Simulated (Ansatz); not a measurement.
# Gap against volume in H4C6Br2O (P2_1/c) (104 atoms)

The cell holds 104 atoms: 32 H, 48 C, 16 Br and 8 O. Cell: a = 11.106 Å, b = 8.591 Å, c = 14.820 Å, α = 90.0°, β = 91.7°, γ = 90.0°. It derives from H4C6Br2O (P2_1/c), repeated 1×2×1. The starting structure: H4C6Br2O, space group P2_1/c, structure from the Crystallography Open Database, 1 x 2 x 1 conventional cells; every coordinate displaced by a Gaussian of 0.01 Å; bonds to H set to neutron lengths (C-H 1.089, N-H 1.015, O-H 0.983, B-H 1.19 Å) where the listed ones are shorter.

Calculated with Ansatz 0.2.0: Kohn-Sham DFT, PBE+D4, PAW (set soft_2), plane waves; cutoff 420 eV, Γ point, fixed occupations. The relaxed cell was scaled evenly and the atoms were relaxed at each volume. The gap is that between the highest filled and the lowest empty Kohn-Sham level on the run's k-points.

| volume (Å³/atom) | gap (eV) |
| --- | --- |
| 12.231 | 3.565 |
| 12.774 | ? |
| 13.182 | 3.685 |
| 13.590 | 3.724 |
| 13.997 | 3.757 |
| 14.405 | 3.780 |

Task: Fit a straight line in ln V to the rows given and interpolate to the withheld row.

Worked fit:

A volume deformation potential makes the spacing linear in u = ln(V/V0), with V0 = 13.590 Å³ the relaxed volume; v is the spacing.

```
u = ln(V/V0)  v (eV)
   -0.105360  3.5649
  -0.0304591  3.6848
           0  3.7243
   0.0295581  3.7566
   0.0582682  3.7797
```

With n = 5: mean u = -0.00959865, mean v = 3.70206, Σ(u − ū)² = 0.015837, Σ(u − ū)(v − v̄) = 0.021113. Slope b = 0.021113 / 0.015837 = 1.3332; intercept a = v̄ − b ū = 3.7149.

At the withheld volume u = -0.06188, and v = a + b u.

Prediction at 12.774: 3.632 eV. The run gave 3.638 eV, so the fit is low by 0.0060 eV (0.17 % of the value).

The slope, +1.33 eV, says that the spacing widens on expansion. Among the rows given, the largest miss of the fit is at 14.405, by 0.013 eV (6.0 % of the range of the table).

Limits: The table spans 16 % in volume, wide for a linear law. Semilocal functionals tend to put gaps under measured ones. Only the Γ point is sampled. The mesh needn't hold the band edges.

[Logs are printed without paths, hosts, clocks, repeated set-up lines and the standing remarks that a program may print on its own settings, such as how far it seeks lower states.]

[Hosts, paths, dates, database ids (printed as entryN), source tags and the programs' standing remarks are cut or masked in the printed files.]
